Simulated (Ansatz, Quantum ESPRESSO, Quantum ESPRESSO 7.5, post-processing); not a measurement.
## vacuum gap of 6.0 Å between two Pb(111) faces: ballistic transmission

How well does the junction conduct in the ballistic limit? It is: vacuum gap of 6.0 Å between two Pb(111) faces.

Main program and level: Quantum ESPRESSO 7.5; plane-wave DFT, PBE, GBRV ultrasoft pseudopotentials (cross-check by Ansatz 0.2.0 with PAW datasets).

Report form: the programs' logs are mostly left out.

## 1. The starting structure

The cell holds 12 atoms: 12 Pb. Cell: a = 3.557 Å, b = 3.557 Å, c = 37.945 Å, α = 90.0°, β = 90.0°, γ = 60.0°. It derives from Pb. Regions: left lead, 6 atoms (6 Pb); right lead, 6 atoms (6 Pb). The structure is stacked along c, and the current runs across the ab planes.

## 2. SCF with pw.x

One periodic cell holds a stretch of lead, the junction and more lead; the atoms stay as built.

scf.in reads:

```
&control
  prefix = 'scf'
  outdir = './out'
  pseudo_dir = './pseudo'
  calculation = 'scf'
  tprnfor = .true.
/
&system
  ibrav = 0
  nat = 12
  ntyp = 1
  ecutwfc = 40
  ecutrho = 200
  occupations = 'smearing'
  smearing = 'mv'
  degauss = 0.01
/
&electrons
  conv_thr = 1e-07
  mixing_beta = 0.25
  electron_maxstep = 120
  mixing_mode = 'local-TF'
/
ATOMIC_SPECIES
  Pb  207.2000  pb_pbe_v1.uspp.F.UPF
CELL_PARAMETERS angstrom
  3.55674710936833 0.00000000000000 0.00000000000000
  1.77837355468417 3.08023335154985 0.00000000000000
  0.00000000000000 0.00000000000000 37.94479039426199
ATOMIC_POSITIONS crystal
  Pb  0.000000000000 0.000000000000 0.000000000000
  Pb  0.333333333000 0.333333333000 0.076534138780
  Pb  0.666666667000 0.666666667000 0.153068277561
  Pb  0.000000000000 0.000000000000 0.229602416341
  Pb  0.333333333000 0.333333333000 0.306136555121
  Pb  0.666666667000 0.666666667000 0.382670693901
  Pb  0.000000000000 0.000000000000 0.540795167318
  Pb  0.333333333000 0.333333333000 0.617329306099
  Pb  0.666666667000 0.666666667000 0.693863444879
  Pb  0.000000000000 0.000000000000 0.770397583659
  Pb  0.333333333000 0.333333333000 0.846931722439
  Pb  0.666666667000 0.666666667000 0.923465861220
K_POINTS automatic
  8 8 1 0 0 0
```

Run with:

```bash
$ OMP_NUM_THREADS=1 mpirun -n 4 pw.x -nk 4 -in scf.in > scf.out
```

Elapsed: 2.3 min, on 4 MPI ranks of Arm Neoverse V2, shared host; peak memory 1.3 GiB; 9.3 min of CPU time.

This step gave:

```
free energy  : -26801.3297 eV
Fermi energy : 9.460 eV
```

The program's own clock; routines nest. Time by routine:

| routine | wall time (s) | calls |
| --- | --- | --- |
| PWSCF | 138.9 | 1 |
| electrons | 133.7 | 1 |
| c_bands | 117.5 | 11 |
| cegterg | 104.1 | 33 |
| h_psi | 58.59 | 209 |
| fftw | 41.88 | 22287 |
| vloc_psi | 39.06 | 209 |
| calbec | 13.88 | 254 |
| sum_band | 12.03 | 11 |
| add_vuspsi | 9.55 | 209 |
| s_psi | 9.52 | 209 |
| h_psi:calbec | 9.48 | 209 |
| init_run | 3.45 | 1 |
| wfcinit | 3 | 1 |

The run needed 10 iterations to bring the estimated error under 1e-07 Ry; the largest force on any atom, held or free, is 0.24 eV/Å.

## 3. Transmission with pwcond.x

prefixt takes both regions from one run: the lead from 0 to bdl, the scattering region from bdl to bds (units of alat). ikind = 1 puts the same lead on both sides. The program's T_tot counts both spins in a run without spin; the tables below give T per spin.

cond.in reads:

```
&inputcond
  outdir = './out'
  prefixt = 'scf'
  tran_file = 'cond.dat'
  bdl = 2.4494897422
  bds = 10.6683970559
  ikind = 1
  ewind = 4.0
  epsproj = 1e-05
  nz1 = 7
  energy0 = 0.4
  denergy = -0.4
/
10
  0.00000000 0.00000000 0.01562500
  0.00000000 0.12500000 0.09375000
  0.00000000 0.25000000 0.09375000
  0.00000000 0.37500000 0.09375000
  0.00000000 0.50000000 0.04687500
  0.12500000 0.25000000 0.09375000
  0.12500000 0.37500000 0.18750000
  0.12500000 0.50000000 0.18750000
  0.25000000 0.50000000 0.09375000
  0.25000000 0.62500000 0.09375000
3
```

Run with:

```bash
$ OMP_NUM_THREADS=1 mpirun -n 4 pwcond.x -in cond.in > cond.out
```

Elapsed: 97 s, on 4 MPI ranks; peak memory 0.36 GiB.

Numbers from this step:

```
lead channels at the Fermi level, one spin : 1.234
transmission at the Fermi level, one spin  : 0.03288
conductance                                : 0.03288 G₀
```

Per spin; mean over the k mesh across the current. Open channels, zone mean against energy, zero at the Fermi level:

| energy (eV) | open channels, zone mean |
| --- | --- |
| -0.400 | 1.42 |
| 0.000 | 1.23 |
| 0.400 | 1.23 |

Per spin; mean over the k mesh across the current. Table of transmission, zone mean by energy, zero at the Fermi level:

| energy (eV) | transmission, zone mean |
| --- | --- |
| -0.400 | 0.0284 |
| 0.000 | 0.0329 |
| 0.400 | 0.0468 |

At 0.000 eV; k in fractions of b1, b2. Transmission by k point:

| k1 | k2 | weight | t | channels |
| --- | --- | --- | --- | --- |
| 0 | 0 | 0.01562 | 0.1109 | 1 |
| 0 | 0.125 | 0.09375 | 0.09908 | 1 |
| 0 | 0.25 | 0.09375 | 0.01953 | 2 |
| 0 | 0.375 | 0.09375 | 0.03182 | 1 |
| 0 | 0.5 | 0.04688 | 0 | 0 |
| 0.125 | 0.25 | 0.09375 | 0.08423 | 1 |
| 0.125 | 0.375 | 0.1875 | 0.03548 | 2 |
| 0.125 | 0.5 | 0.1875 | 0.0112 | 1 |
| 0.25 | 0.5 | 0.09375 | 0.003262 | 1 |
| 0.25 | 0.625 | 0.09375 | 9.56e-4 | 1 |

The program's own clock; routines nest. Time by routine:

```
     routine  wall time (s)  calls
      PWCOND          96.23      1
scatter_forw          75.96     60
      compbs           9.18     30
       local           8.87     10
    compbs_2           7.63     30
        init           0.45      1
       poten           0.06      1
```

At no point does T exceed the number of channels.

## 4. The open system, with epsproj = 0.01

How much does a setting matter? One run is repeated with a change.

cond.w.in, as its differences from the input of step 3:

```diff
@@ -3,3 +3,3 @@
   prefixt = 'scf'
-  tran_file = 'cond.dat'
+  tran_file = 'cond.w.dat'
   bdl = 2.4494897422
@@ -8,3 +8,3 @@
   ewind = 4.0
-  epsproj = 1e-05
+  epsproj = 0.01
   nz1 = 7
```

Run with:

```bash
$ OMP_NUM_THREADS=1 mpirun -n 4 pwcond.x -in cond.w.in > cond.w.out
```

Run time: 25 s. Hardware: 4 MPI ranks; peak memory 0.23 GiB; 98 s of CPU time.

The changed values were drawn from a wide range, not chosen for quality; the comparison shows what they did here together.

Beside the run it was changed from:

```csv
quantity,this run,unchanged run,difference
"transmission at the Fermi level, one spin",0.03614,0.03288,0.0033
"lead channels at the Fermi level, one spin",1.141,1.234,-0.094
wall time (s),25,97,
```

Over all energies T moves by up to 0.0033, at 0 eV.

The physical values in this table move by up to 9.9 %.

## 5. The same in Ansatz

As a check, the same structure is run in Ansatz.

Level of this step: plane-wave DFT, PBE, Ansatz PAW (Ansatz 0.2.0).

input.yaml reads:

```yaml
crystal:
  lattice:
    - [3.5567471094, 0.0, 0.0]
    - [1.7783735547, 3.0802333515, 0.0]
    - [0.0, 0.0, 37.9447903943]
  atoms:
    - { symbol: Pb, position: [0.0, 0.0, 0.0] }
    - { symbol: Pb, position: [0.333333333, 0.333333333, 0.0765341388] }
    - { symbol: Pb, position: [0.666666667, 0.666666667, 0.1530682776] }
    - { symbol: Pb, position: [0.0, 0.0, 0.2296024163] }
    - { symbol: Pb, position: [0.333333333, 0.333333333, 0.3061365551] }
    - { symbol: Pb, position: [0.666666667, 0.666666667, 0.3826706939] }
    - { symbol: Pb, position: [0.0, 0.0, 0.5407951673] }
    - { symbol: Pb, position: [0.333333333, 0.333333333, 0.6173293061] }
    - { symbol: Pb, position: [0.666666667, 0.666666667, 0.6938634449] }
    - { symbol: Pb, position: [0.0, 0.0, 0.7703975837] }
    - { symbol: Pb, position: [0.333333333, 0.333333333, 0.8469317224] }
    - { symbol: Pb, position: [0.666666667, 0.666666667, 0.9234658612] }
kpoints:
  mp_grid: { grid: [8, 8, 1] }
hamiltonian:
  xc: pbe
scf:
  occupations: { method: fermi_dirac, width: 0.1 }
  convergence: { dr2_threshold: 1.0e-08 }
output:
  transmission: { leads: [[0, 3]], e_range: [-0.4, 0.4], de: 0.4, kmesh: [8, 8] }
  write_potential: true
  write_density: true
  volumetric_format: npy
  elf: true
```

Run with:

```bash
$ ansatz run input.yaml --threads 4 --pin off --max-ram 8192MiB --backend cpu --events-out ev --progress --plain --runs-dir out
```

It took 17 s on 4 threads; peak memory 1.2 GiB; 65 s of CPU time.

Read from the output:

- free energy: -142876.7527 eV
- energy at zero smearing: -142876.6485 eV
- smearing term TS: 0.2085 eV
- Fermi energy: 9.172 eV
- symmetry operations: 12
- transmission at the Fermi level, one spin: 0.03647
- step of the lead's Hamiltonian over a period: 157.3 meV

Per spin; mean over the k mesh across the current. Table of transmission, zone mean by energy, zero at the Fermi level:

```
energy (eV)  transmission, zone mean
     -0.400                   0.0281
      0.000                   0.0365
      0.400                   0.0493
```

Per spin; mean over the k mesh across the current. Table of open channels, zone mean by energy, zero at the Fermi level:

```csv
energy (eV),"open channels, zone mean"
-0.400,1.42
0.000,1.23
0.400,1.42
```

Valence density in the ca plane at fractional y = 0.000, with atoms of Pb within 0.2 Å of it. It is the smooth field of the valence electrons, not physical close to the nuclei.

Values in units of 1e0 e/Å³, 5 rows by 16 columns, each cell a mean:
```
0.1 0.1 0.1 0.1 0.1 0.0 0.0 0.0 0.3 3.8 1.5 0.1 0.1 0.1 0.1 0.1
0.2 0.2 0.1 0.3 0.2 0.0 0.0 0.0 0.1 0.4 0.2 0.1 0.3 0.1 0.1 0.3
0.4 0.3 0.1 0.4 0.3 0.0 0.0 0.0 0.0 0.1 0.1 0.1 0.5 0.2 0.2 0.5
0.2 0.2 0.1 0.2 0.1 0.0 0.0 0.0 0.1 0.8 0.4 0.1 0.2 0.1 0.1 0.2
0.1 0.1 0.1 0.1 0.1 0.0 0.0 0.0 0.4 5.3 2.0 0.1 0.1 0.1 0.1 0.1
```
Columns run along c (16.0 Å, from fractional 0.29 to 0.71 of the cell), rows up along a (3.6 Å). Atoms in or near the plane, at fractional coordinates: Pb at (0.54, 0.00).

Electrostatic potential energy in the ca plane at fractional y = 0.000, with atoms of Pb within 0.2 Å of it. With pseudopotentials it is smooth inside the atoms' cores, unlike the true potential.

Ten even steps from '0' (-26 eV) to '9' (13 eV), each cell a mean:
```
99999999999999999999999710100489999999999999
99899999999999999999999850002799999999999989
88788999888889999999999987567899887889998878
87668999866789999999999999899999876688998766
86568898865689999999999999999999865678998656
87778999877789999999999998888999877789998777
98889999988899999999999874225899988899999888
99999999999999999999999830000689999999999999
99999999999999999999999710210489999999999999
```
Columns run along c (16.0 Å, from fractional 0.29 to 0.71 of the cell; values clipped at the 3rd and 97th percentile), rows up along a (3.6 Å). Atoms in or near the plane, at fractional coordinates: Pb at (0.54, 0.00).

Ansatz finds T = 0.0365 against pwcond's 0.0329.

## 6. All levels side by side

All levels:

```
                   step  T at the Fermi level (per spin)  conductance (G0)  r.m.s. T(E) from the first  CPU time of the step (s)  peak memory (GiB)
                 Ansatz                          0.03647                 -                           0                     64.63              1.229
                 pwcond                          0.03288           0.03288                    0.002512                     386.8               0.36
pwcond, changed setting                          0.03614           0.03614                     7.26e-4                     97.92               0.23
```

Per spin; mean over the k mesh across the current. The transmission, zone mean by energy, zero at the Fermi level:

| energy (eV) | Ansatz | pwcond | pwcond, changed setting |
| --- | --- | --- | --- |
| -0.400 | 0.0281 | 0.0284 | 0.0283 |
| 0.000 | 0.0365 | 0.0329 | 0.0361 |
| 0.400 | 0.0493 | 0.0468 | 0.0481 |

## 7. A check by hand

The Landauer sum over the mesh, Σ w T = 0.0938 × 0.0991 + 0.0938 × 0.0842 + 0.1875 × 0.0355 + … = 0.03288.

G = 0.0329 × 77.48 µS = 2.55 µS a cell. Times the area of 10.956 Å², the resistance-area product is A/G = 43.0 fΩ m², the leads' contact resistance included.

Free electrons at 4 an atom (3 atoms in 95.4 Å³) have k_F = 1.550 1/Å and offer A k_F²/4π = 2.09 channels per spin; the lead has 1.23 on this mesh.

## 8. Outcome

| Item | Value |
| --- | --- |
| conductance from T at the Fermi level, a cell (G₀ = 2e²/h) | 0.0329 G₀ |
| conductance per area | 23.3 S/μm² |
| lead channels per spin | 1.23 |
| the same conductance by Ansatz | 0.0365 G₀ |

**Reading.** The junction conducts 0.0329 G₀ a cell at the Fermi level (PBE, GBRV ultrasoft). At the Fermi level the junction passes 2.7 % of what the leads offer. At the Fermi level pwcond and Ansatz differ by 9.9 %. Ansatz finds a step of 157 meV across the lead's period inside the junction cell: the lead is too short to be bulk-like, which bears on both codes. Points with over 2.5 times the mean carry 58 % of T, so the mean leans on few points, and the mesh was not tested. Over -0.4 to 0.4 eV, T lies between 0.028 and 0.047 per spin. The geometry is as built, not relaxed, and the leads are short. Semilocal functionals lack the image potential in a vacuum gap. Spin-orbit coupling is left out; depending on the atoms that carry the levels of interest, it can split and shift them by tenths of an eV to an eV or more.

[Logs are printed without paths, hosts, clocks, repeated set-up lines and the standing remarks that a program may print on its own settings, such as how far it seeks lower states.]

[Hosts, paths, dates, database ids (printed as entryN), source tags and the programs' standing remarks are cut or masked in the printed files.]

[Maps of the electrostatic potential energy from Ansatz leave out the sawtooth potential of an applied field or a dipole correction, so their vacuum need not be flat; planar profiles and work functions include it.]
